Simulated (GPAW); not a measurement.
## Near-edge structure at the Te K edge of YTe (Fm-3m)

What does one-electron theory with a core hole give for the Te K edge of YTe (Fm-3m)?

Method: X-ray absorption from dipole matrix elements to empty bands, plane-wave PAW LDA, in GPAW 26.7.0.

The database entry behind the starting cell differs from later determinations by our own check (0.1 to 0.3 % short, probably kX units), so it need not match the best structure at ambient conditions.

## 1. The structure

It takes space group Fm-3m (No. 225, cubic). The conventional cell has a = 6.080 Å, b = 6.080 Å, c = 6.080 Å, α = 90.00°, β = 90.00°, γ = 90.00°. Te has 6 Y at 3.04 Å nearest. Nearest to Y lie 6 Te at 3.04 Å. Farther neighbours and most contacts between anions are not listed.

Coordinates:

```
Te Y
1.0
     0.00000    3.04000    3.04000
     3.04000    0.00000    3.04000
     3.04000    3.04000    0.00000
Te Y
1 1
Direct
  0.00000 0.00000 0.00000
  0.50000 0.50000 0.50000
```

## 2. The field without a hole

The ground state comes first: it tells whether the system has a gap, which decides how the excited electron is treated.

The input, scf.py:

```python
import numpy as np
from ase import Atoms
from ase.parallel import parprint, paropen
from gpaw import GPAW, PW, FermiDirac, Mixer, MixerDif, setup_paths
from gpaw.test import gen
setup_paths.insert(0, '.')
gen('Te', name='nch1s', xcname='LDA', corehole=(1, 0, 0), write_xml=True)
from gpaw.mpi import world
world.barrier()

atoms = Atoms('TeY',
    cell=[[0, 3.04, 3.04],
     [3.04, 0, 3.04],
     [3.04, 3.04, 0]],
    scaled_positions=[[0, 0, 0],
     [0.5, 0.5, 0.5]],
    pbc=True)
atoms.calc = calc = GPAW(legacy_gpaw=True, mode=PW(430), xc='LDA', setups={0: 'nch1s'},
    kpts={'size': (7, 7, 7), 'gamma': True}, occupations=FermiDirac(0.05),
    charge=0, mixer=Mixer(0.1, 5, 50), maxiter=150,
    convergence={'density': 0.0001}, txt='scf.txt')
energy = atoms.get_potential_energy() + calc.get_reference_energy()
ef = calc.get_fermi_level()
out = dict(energy=energy, fermi=ef, forces=atoms.get_forces().tolist())
parprint(f'all-electron energy {energy:.4f} eV, Fermi level {ef:.4f} eV')
ev = np.array([[calc.get_eigenvalues(k, s) for k in range(len(calc.get_ibz_k_points()))] for s in range(calc.get_number_of_spins())])
out['homo'], out['lumo'], out['counts'] = ev[ev < ef].max(), ev[ev > ef].min(), sorted(set((ev < ef).sum((0, 2)).tolist()))
out['filled'] = (ev[:, 0] < ef).sum(1).tolist()
import json
with paropen('out.json', 'w') as f:
    json.dump(out, f)
```

Started as:

```sh
$ OMP_NUM_THREADS=1 mpirun -n 4 gpaw python scf.py
```

Numbers of over 12 decimals in the logs are rounded to 6 here.

The log of the run:

```text
Input parameters:
  convergence: {density: 0.0001}
  kpts: {gamma: True,
         size: (7, 7, 7)}
  maxiter: 150
  mixer: {backend: pulay,
          beta: 0.1,
          method: separate,
          nmaxold: 5,
          weight: 50}
  mode: {ecut: 430.0,
         name: pw}
  occupations: {fixmagmom: False,
                name: fermi-dirac,
                width: 0.05}
  setups: {0: nch1s}

Initialize ...

[... PAW data sets ...]

Reference energy: -276625.382566  # eV

Spin-paired calculation

[... convergence settings ...]
Symmetries present (total): 48
  [... symmetry matrices ...]

343 k-points: 7 x 7 x 7 Monkhorst-Pack grid
20 k-points in the irreducible part of the Brillouin zone
       k-points in crystal coordinates                weights
   0:     0.00000000    0.00000000    0.00000000          1/343
   1:     0.14285714    0.14285714    0.00000000          6/343
   2:     0.14285714    0.14285714    0.14285714          8/343
   3:     0.28571429    0.14285714    0.14285714         12/343
   4:     0.28571429    0.28571429    0.00000000          6/343
   5:     0.28571429    0.28571429    0.14285714         24/343
   6:     0.28571429    0.28571429    0.28571429          8/343
   7:     0.42857143   -0.28571429   -0.28571429         12/343
   8:     0.42857143    0.28571429   -0.42857143         48/343
   9:     0.42857143    0.28571429   -0.28571429         24/343
          ...
  19:     0.42857143    0.42857143    0.42857143          8/343

Wave functions: Plane wave expansion
  Cutoff energy: 430.000 eV
  Number of coefficients (min, max): 1130, 1154
  Pulay-stress correction: 0.000000 eV/Ang^3 (de/decut=0.000000)
  Using FFTW library
  Wavefunction extrapolation:
    Improved wavefunction reuse through dual PAW basis

Occupation numbers: Fermi-Dirac:
  width: 0.0500  # eV

Eigensolver
   Davidson(niter=2)

Densities:
  Coarse grid: 21*21*21 grid
  Fine grid: 42*42*42 grid
  Total Charge: 0.000000

Density mixing:
  Method: separate
  Backend: pulay
  Linear mixing parameter: 0.1
  old densities: 5
  Width of damping distribution: 1.1
  Damping of long wavelength oscillations: 50

[... Hamiltonian set-up ...]
Number of atoms: 2
Number of atomic orbitals: 17
Number of bands in calculation: 15
Number of valence electrons: 17
Bands to converge: occupied

... initialized

Initializing position-dependent things.

Density initialized from atomic densities
Creating initial wave functions:
  15 bands from LCAO basis set

                Y

       Te

Atomic positions and initial magnetic moments

Positions:
   0 Te     0.000000    0.000000    0.000000    ( 0.0000,  0.0000,  0.0000)
   1 Y      3.040000    3.040000    3.040000    ( 0.0000,  0.0000,  0.0000)

Unit cell:
           periodic     x           y           z      points  spacing
  1. axis:    yes    0.000000    3.040000    3.040000    21     0.1672
  2. axis:    yes    3.040000    0.000000    3.040000    21     0.1672
  3. axis:    yes    3.040000    3.040000    0.000000    21     0.1672

  Lengths:   4.299209   4.299209   4.299209
  Angles:   60.000000  60.000000  60.000000

Effective grid spacing dv^(1/3) = 0.1824

iter:   1   -11.961008
iter:   2   -11.962977   -1.59  -1.42
iter:   3   -11.948584   -1.89  -1.46
iter:   4   -11.944276   -3.56  -1.92
iter:   5   -11.942032c  -2.64  -1.91
iter:   6   -11.939219c  -3.57  -2.14
iter:   7   -11.939121c  -5.24  -3.11
iter:   8   -11.938976c  -4.39  -3.11
iter:   9   -11.938991c  -5.19  -3.72
iter:  10   -11.938978c  -6.45  -3.52
iter:  11   -11.938973c  -6.12  -3.89
iter:  12   -11.938973c  -7.05  -4.43c
iter:  13   -11.938973c  -7.36  -4.59c
iter:  14   -11.938973c  -8.97c -4.70c

Converged after 14 iterations.

Dipole moment: (0.000000, 0.000000, 0.000000) |e|*Ang

Energy contributions relative to reference atoms: (reference = -276625.382566)

Kinetic:        +14.146816
Potential:      -12.756522
External:        +0.000000
XC:             -13.303496
Entropy (-ST):   -0.009676
Local:           -0.020932
SIC:             +0.000000
--------------------------
Free energy:    -11.943811
Extrapolated:   -11.938973

Showing only first 2 kpts
 Kpt  Band  Eigenvalues  Occupancy
  0     6      6.42657    2.00000
  0     7      6.42657    2.00000
  0     8      8.33746    1.99636
  0     9      8.33746    1.99636

  1     6      5.93733    2.00000
  1     7      5.93733    2.00000
  1     8      7.90742    2.00000
  1     9      9.10877    0.00022

Fermi level: 8.65281

No gap
No difference between direct/indirect transitions

Forces in eV/Ang:
  0 Te   -0.00000   -0.00000   -0.00000
  1 Y     0.00000   -0.00000   -0.00000
Scalar-relativistic atomic LDA calculation for Te (Tellurium, Z=52)
Core hole in 1s state (1s occupation: 2.0)
750 radial gridpoints.
|------------------------------------------------|
|------------------------------------------------|
[... the atom generator's iteration count ...]

Energy contributions:
-------------------------
Kinetic:    +7100.534129
XC:          -169.800295
Potential: -13716.036721
-------------------------
Total:      -6785.302887

state      eigenvalue         ekin         rmax
-----------------------------------------------
1s^2.0 : -1159.499364  1477.979927        0.018
2s^2.0 :  -177.914127   308.802860        0.102
2p^6.0 :  -159.964965   291.747787        0.081
3s^2.0 :   -35.388430    89.168305        0.293
3p^6.0 :   -29.529919    82.706717        0.286
3d^10.0:   -20.591878    75.475207        0.238
4s^2.0 :    -6.020315    25.005627        0.701
4p^6.0 :    -4.197418    21.412968        0.737
4d^10.0:    -1.532718    15.146638        0.811
5s^2.0 :    -0.563619     3.926703        1.785
5p^4.0 :    -0.224650     2.336002        2.157
-----------------------------------------------
(units: Bohr and Hartree)

Generating PAW setup
Kinetic energy of the core from tauc = 7301.608833
Cutoffs:
rc(s)=2.230
rc(p)=2.260
rc(d)=2.340
rc(vbar)=2.160
rc(comp)=2.160
rc(nct)=2.340

Kinetic energy of the core states: 7083.336716
Charge: 0.0
Core electrons: 46.0
Valence electrons: 6.0
Pseudo-core charge: 1.904437
Shape function alpha=2.143
Pseudo-electron charge 8.604208
state    eigenvalue         norm
--------------------------------
5s(2) :    -0.563619     1.261507
*s    :     0.436381
5p(4) :    -0.224650     1.044190
*p    :     0.775350
*d    :     0.000000
--------------------------------

Diagonalizing with gridspacing h=0.050

state   all-electron     PAW
-------------------------------
5s:      -0.563619    -0.566817
5p:      -0.224650    -0.225887
*d:                    0.033165
*f:                    0.071329
-------------------------------
all-electron energy -276637.3215 eV, Fermi level 8.6528 eV
```

Elapsed: 9.4 s, on 4 MPI ranks of Arm Neoverse N1, shared host; peak memory 0.17 GiB.

The mesh shows no gap, so the system is treated as a metal and the core electron is put at the Fermi level (neutral cell).

## 3. Spectrum without a core hole, Te atom 1

This cheap baseline ignores the attraction of the hole: it shows the absorber's empty states as they are in the ground state. The data set with a hole of occupation 0 only carries the core orbital.

The absorber has 6 Y at 3.04 Å (octahedral, site symmetry m-3m).

The input, xas.py:

```python
import numpy as np
from ase import Atoms
from ase.parallel import parprint, paropen
from gpaw import GPAW, PW, FermiDirac, Mixer, MixerDif, setup_paths
from gpaw.test import gen
setup_paths.insert(0, '.')
gen('Te', name='nch1s', xcname='LDA', corehole=(1, 0, 0), write_xml=True)
from gpaw.mpi import world
world.barrier()

atoms = Atoms('TeY',
    cell=[[0, 3.04, 3.04],
     [3.04, 0, 3.04],
     [3.04, 3.04, 0]],
    scaled_positions=[[0, 0, 0],
     [0.5, 0.5, 0.5]],
    pbc=True)
atoms.calc = calc = GPAW(legacy_gpaw=True, mode=PW(430), xc='LDA', setups={0: 'nch1s'},
    kpts={'size': (10, 10, 10), 'gamma': True}, occupations=FermiDirac(0.1),
    charge=0, mixer=Mixer(0.1, 5, 50), maxiter=150,
    convergence={'density': 0.0001}, txt='scf.txt')
energy = atoms.get_potential_energy() + calc.get_reference_energy()
ef = calc.get_fermi_level()
out = dict(energy=energy, fermi=ef, forces=atoms.get_forces().tolist())
parprint(f'all-electron energy {energy:.4f} eV, Fermi level {ef:.4f} eV')
ev = np.array([[calc.get_eigenvalues(k, s) for k in range(len(calc.get_ibz_k_points()))] for s in range(calc.get_number_of_spins())])
out['homo'], out['lumo'], out['counts'] = ev[ev < ef].max(), ev[ev > ef].min(), sorted(set((ev < ef).sum((0, 2)).tolist()))
out['filled'] = (ev[:, 0] < ef).sum(1).tolist()

from ase.units import Ha
from gpaw.xas import dipole_matrix_elements
nb = int(calc.get_number_of_electrons() / 2) + 42
top = nb
nscf = calc.fixed_density(kpts={'size': (7, 7, 7), 'gamma': True},
    convergence={'eigenstates': 1.0}, txt='nscf.txt')
nscf.diagonalize_full_hamiltonian(nbands=nb)
cell = atoms.cell.array
ops = [cell.T @ U.T @ np.linalg.inv(cell.T) for U in nscf.wfs.kd.symmetry.op_scc]
E = np.arange(-25, 34, 0.1)
fwhm = np.interp(E, [4, 25], [9.89, 9.89])
Y, X, zero, highest = 0, 0, 1e9, 1e9
for spin in range(nscf.get_number_of_spins()):
    wfs = nscf.wfs
    A = dipole_matrix_elements(wfs.setups[0])
    eps = np.zeros((wfs.kd.nibzkpts, nb))
    d = np.zeros((3, A.shape[1], wfs.kd.nibzkpts, nb), complex)
    for kpt in wfs.kpt_u:
        if kpt.s == spin and 0 in kpt.P_ani:
            eps[kpt.k] = kpt.eps_n * Ha
            d[:, :, kpt.k] = (kpt.weight * wfs.nspins / 2) ** 0.5 * np.inner(A, kpt.P_ani[0])
    world.sum(eps)
    world.sum(d)
    T = np.einsum('amkn,bmkn->abkn', d, d.conj()).real
    T = sum(np.einsum('ai,ijkn,bj->abkn', R, T, R) for R in ops) / len(ops)
    empty = eps > ef
    zero, highest = min(zero, eps[empty].min()), min(highest, eps[:, top - 1].min())
    lines = [(eps, T, empty)] if spin == 0 else lines + [(eps, T, empty)]
for eps, T, empty in lines:
    f = np.einsum('aakn->akn', T).reshape(3, -1)
    x = eps.ravel() - zero
    w = np.interp(x, E, fwhm) / 2.35482
    g = np.exp(-0.5 * ((E[:, None] - x) / w) ** 2) / (w * (2 * np.pi) ** 0.5)
    Y = Y + (f * empty.ravel()) @ g.T
    X = X + (f * ~empty.ravel()) @ g.T
out.update(E=E.round(2).tolist(), xas=Y.tolist(), xes=X.tolist(), zero=zero, valid=highest - zero, nk=len(eps), nb=nb)
for i in range(0, len(E), 10):
    parprint(f'{E[i]:7.2f}', *(f'{v:10.3e}' for v in Y[:, i]))
import json
with paropen('out.json', 'w') as f:
    json.dump(out, f)
```

Started as:

```sh
$ OMP_NUM_THREADS=1 mpirun -n 4 gpaw python xas.py
```

The log of the run:

```text
Input parameters:
  convergence: {density: 0.0001}
  kpts: {gamma: True,
         size: (10, 10, 10)}
  maxiter: 150
  mixer: {backend: pulay,
          beta: 0.1,
          method: separate,
          nmaxold: 5,
          weight: 50}
  mode: {ecut: 430.0,
         name: pw}
  occupations: {fixmagmom: False,
                name: fermi-dirac,
                width: 0.1}
  setups: {0: nch1s}

Initialize ...

[...]
*p    :     0.775350
*d    :     0.000000
--------------------------------

Diagonalizing with gridspacing h=0.050

state   all-electron     PAW
-------------------------------
5s:      -0.563619    -0.566817
5p:      -0.224650    -0.225887
*d:                    0.033165
*f:                    0.071329
-------------------------------
all-electron energy -276637.3223 eV, Fermi level 8.6378 eV
[...]
32.00  1.137e-08  1.137e-08  1.137e-08
  33.00  1.053e-08  1.053e-08  1.053e-08
[key lines of the parts left out:]
Converged after 14 iterations.
Dipole moment: (0.000000, -0.000000, 0.000000) |e|*Ang
Free energy:    -11.958921
Fermi level: 8.63778
```

Elapsed: 45 s, on 4 MPI ranks; peak memory 0.34 GiB; 3 min of CPU time.

The Te K spectrum, Te atom 1, no core hole (energy from the lowest empty level; intensity scaled to a mean of 1 over the first 20 eV):

| E (eV) | intensity |
| --- | --- |
| -2.0 | 0.31 |
| -1.4 | 0.37 |
| -0.8 | 0.43 |
| -0.2 | 0.50 |
| 0.4 | 0.58 |
| 1.0 | 0.66 |
| 1.6 | 0.74 |
| 2.2 | 0.81 |
| 2.8 | 0.89 |
| 3.4 | 0.96 |
| 4.0 | 1.03 |
| 4.6 | 1.08 |
| 5.2 | 1.13 |
| 5.8 | 1.17 |
| 6.4 | 1.19 |
| 7.0 | 1.21 |
| 7.6 | 1.21 |
| 8.2 | 1.20 |
| 8.8 | 1.18 |
| 9.4 | 1.16 |
| 10.0 | 1.13 |
| 10.6 | 1.10 |
| 11.2 | 1.06 |
| 11.8 | 1.03 |
| 12.4 | 1.00 |
| 13.0 | 0.98 |
| 13.6 | 0.96 |
| 14.2 | 0.94 |
| 14.8 | 0.93 |
| 15.4 | 0.93 |
| 16.0 | 0.93 |
| 16.6 | 0.94 |
| 17.2 | 0.95 |
| 17.8 | 0.96 |
| 18.4 | 0.98 |
| 19.0 | 1.00 |
| 19.6 | 1.01 |
| 20.2 | 1.03 |
| 20.8 | 1.05 |
| 21.4 | 1.06 |
| 22.0 | 1.07 |
| 22.6 | 1.08 |
| 23.2 | 1.08 |
| 23.8 | 1.08 |
| 24.4 | 1.08 |
| 25.0 | 1.07 |
| 25.6 | 1.06 |
| 26.2 | 1.05 |
| 26.8 | 1.03 |
| 27.4 | 1.02 |
| 28.0 | 1.00 |
| 28.6 | 0.98 |
| 29.2 | 0.96 |
| 29.8 | 0.94 |
| 30.4 | 0.92 |
| 31.0 | 0.89 |
| 31.6 | 0.86 |

Main maxima below 26 eV (height): 7.4 eV (1.21) and 23.4 eV (1.08). A K edge sees empty p states on the absorber.

The same matrix elements for filled bands give the Te K emission of Te atom 1 (ground-state approximation; energy from the lowest empty level, largest value 1):

| E (eV) | emission |
| --- | --- |
| -24.00 | 0.00 |
| -23.25 | 0.00 |
| -22.50 | 0.00 |
| -21.75 | 0.00 |
| -21.00 | 0.00 |
| -20.25 | 0.00 |
| -19.50 | 0.00 |
| -18.75 | 0.00 |
| -18.00 | 0.01 |
| -17.25 | 0.01 |
| -16.50 | 0.02 |
| -15.75 | 0.03 |
| -15.00 | 0.04 |
| -14.25 | 0.07 |
| -13.50 | 0.10 |
| -12.75 | 0.14 |
| -12.00 | 0.20 |
| -11.25 | 0.26 |
| -10.50 | 0.34 |
| -9.75 | 0.44 |
| -9.00 | 0.54 |
| -8.25 | 0.65 |
| -7.50 | 0.75 |
| -6.75 | 0.84 |
| -6.00 | 0.92 |
| -5.25 | 0.97 |
| -4.50 | 1.00 |
| -3.75 | 0.99 |
| -3.00 | 0.96 |
| -2.25 | 0.90 |
| -1.50 | 0.82 |
| -0.75 | 0.72 |
| 0.00 | 0.62 |
| 0.75 | 0.51 |
| 1.50 | 0.41 |
| 2.25 | 0.32 |
| 3.00 | 0.25 |

Emission maxima: -4.2 eV (1.00).

## 4. Reference energy of the supercell

The photon energy needs a difference of total energies, so the cell and mesh of the coming hole run are first run without a hole.

Changes to scf.py since step 2:

```diff
@@ -10,11 +10,21 @@
 
-atoms = Atoms('TeY',
-    cell=[[0, 3.04, 3.04],
-     [3.04, 0, 3.04],
-     [3.04, 3.04, 0]],
+atoms = Atoms('Te6Y6',
+    cell=[[-3.04, -3.04, -6.08],
+     [-3.04, -3.04, 6.08],
+     [-3.04, 6.08, 3.04]],
     scaled_positions=[[0, 0, 0],
-     [0.5, 0.5, 0.5]],
+     [0.66666667, 0, 0.33333333],
+     [0.5, 0.5, 0],
+     [0.33333333, 0, 0.66666667],
+     [0.16666667, 0.5, 0.33333333],
+     [0.83333333, 0.5, 0.66666667],
+     [0.25, 0.75, 0],
+     [0.91666667, 0.75, 0.33333333],
+     [0.75, 0.25, 0],
+     [0.58333333, 0.75, 0.66666667],
+     [0.41666667, 0.25, 0.33333333],
+     [0.08333333, 0.25, 0.66666667]],
     pbc=True)
 atoms.calc = calc = GPAW(legacy_gpaw=True, mode=PW(430), xc='LDA', setups={0: 'nch1s'},
-    kpts={'size': (7, 7, 7), 'gamma': True}, occupations=FermiDirac(0.05),
+    kpts={'size': (4, 4, 4), 'gamma': True}, occupations=FermiDirac(0.1),
     charge=0, mixer=Mixer(0.1, 5, 50), maxiter=150,
```

Started as:

```sh
$ OMP_NUM_THREADS=1 mpirun -n 4 gpaw python scf.py
```

The log of the run:

```text
Input parameters:
  convergence: {density: 0.0001}
  kpts: {gamma: True,
         size: (4, 4, 4)}
  maxiter: 150
  mixer: {backend: pulay,
          beta: 0.1,
          method: separate,
          nmaxold: 5,
          weight: 50}
  mode: {ecut: 430.0,
         name: pw}
  occupations: {fixmagmom: False,
                name: fermi-dirac,
                width: 0.1}
  setups: {0: nch1s}

Initialize ...

[...]
5s(2) :    -0.563619     1.261507
*s    :     0.436381
5p(4) :    -0.224650     1.044190
*p    :     0.775350
*d    :     0.000000
--------------------------------

Diagonalizing with gridspacing h=0.050

state   all-electron     PAW
-------------------------------
5s:      -0.563619    -0.566817
5p:      -0.224650    -0.225887
*d:                    0.033165
*f:                    0.071329
-------------------------------
all-electron energy -1659823.9664 eV, Fermi level 8.6032 eV
[key lines of the parts left out:]
Converged after 18 iterations.
Dipole moment: (-0.000000, -0.000000, -0.000000) |e|*Ang
Free energy:    -71.774350
Fermi level: 8.60324
```

The job ended after 2.5 min (4 MPI ranks; peak memory 0.35 GiB).

Reference energy: -1659823.966 eV with the cores included.

(Continued in part 2 of 2.)

[Banner, clock and machine lines of the logs are left out without a mark of their own.]

[Logs are printed without paths, hosts, clocks, repeated set-up lines and the standing remarks that a program may print on its own settings, such as how far it seeks lower states.]

[Hosts, paths, dates, database ids (printed as entryN), source tags and the programs' standing remarks are cut or masked in the printed files.]

[Lists of maxima count a maximum above −3 eV only where it reaches 4 % of the highest in the window and stands out from its surroundings by 2 % of it (1.5 % where it reaches 55 %); shoulders and weaker maxima are passed over, and of the rest the first, up to two pre-edge ones and the few strongest are named.]
